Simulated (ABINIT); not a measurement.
Planning a run of ABINIT 10.8.3 on CaSnF4 (P4/mmm). The input:

```
acell 3*1.0 Angstrom
rprim 
  4.004548000000 0.000000000000 0.000000000000
  0.000000000000 4.004548000000 0.000000000000
  0.000000000000 0.000000000000 5.780467000000
ntypat 3
znucl 20 50 9
natom 6
typat 1 2 3 3 3 3
xred 
  0.000000000000 0.000000000000 0.500000000000
  0.500000000000 0.500000000000 0.000000000000
  0.500000000000 0.000000000000 0.265738000000
  0.500000000000 0.000000000000 0.734262000000
  0.000000000000 0.500000000000 0.734262000000
  0.000000000000 0.500000000000 0.265738000000
pp_dirpath "pseudos"
pseudos "Ca.upf, Sn.upf, F.upf"
ecut 38
ngkpt 6 6 4
nshiftk 1
shiftk 0 0 0
kptopt 1
chksymbreak 0
nband 37
occopt 1
tolvrs 1e-10
nstep 60
prtwf 0
optforces 0
optstress 0
indata_prefix "in"
outdata_prefix "out"
tmpdata_prefix "tmp"
```

```sh
OMP_NUM_THREADS=1 mpirun -n 8 abinit run.abi > log
```

**Question.** How long will it take on 8 MPI ranks of Arm Neoverse V1, shared host, and how much memory?

It took 59 s; on shared hardware allow 30 s to 2 min. Peak host memory was 0.8 GiB.

[Paths, hosts, dates, memory and timing lines, banners, echoed tables and standing remarks are left out of the program output.]

[Logs are printed without paths, hosts, clocks, repeated set-up lines and the standing remarks that a program may print on its own settings, such as how far it seeks lower states.]

[Runs of the session that timed out or met a known fault of the program may be left out.]

[Hosts, paths, dates, database ids (printed as entryN), source tags and the programs' standing remarks are cut or masked in the printed files.]

[G0W0 gaps are taken among the corrected bands and points alone; a level outside them can change the order at an edge.]

[Where Ansatz stands beside ABINIT at settings called matched, ABINIT's density can come from a denser mesh and the files from another edition; pairs whose starting gaps differed by over 0.03 eV were left out, so agreement reads better than it is.]
